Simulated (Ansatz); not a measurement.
# Direct or indirect: CuI (F-43m)

```
I Cu
1.0
     0.00000    3.03150    3.03150
     3.03150    0.00000    3.03150
     3.03150    3.03150    0.00000
I Cu
1 1
Cartesian
  0.0000 0.0000 0.0000
  4.5473 4.5473 4.5473
```

Method: Ansatz, PBE, independent particles, without spin-orbit coupling, line width 0.15 eV (Gaussian). The band structure gives a fundamental gap of 1.12 eV. The spectrum of vertical transitions near the edge:

```csv
E (eV),"Im ε, E ∥ xyz"
0.66,0.00
0.78,0.00
0.90,0.01
1.02,0.08
1.14,0.30
1.26,0.60
1.38,0.80
1.50,0.91
1.62,0.98
1.74,1.04
1.86,1.10
1.98,1.17
2.10,1.25
2.22,1.36
2.34,1.51
2.46,1.74
```

(1) Is the gap direct or indirect, and about where do vertical transitions set in?

Results:

(1) Direct: the band path has its least direct gap at the fundamental one, 1.12 eV, and the curves rise from there. Lines are broadened by 0.15 eV, which spreads the edge.

[Logs are printed without paths, hosts, clocks, repeated set-up lines and the standing remarks that a program may print on its own settings, such as how far it seeks lower states.]
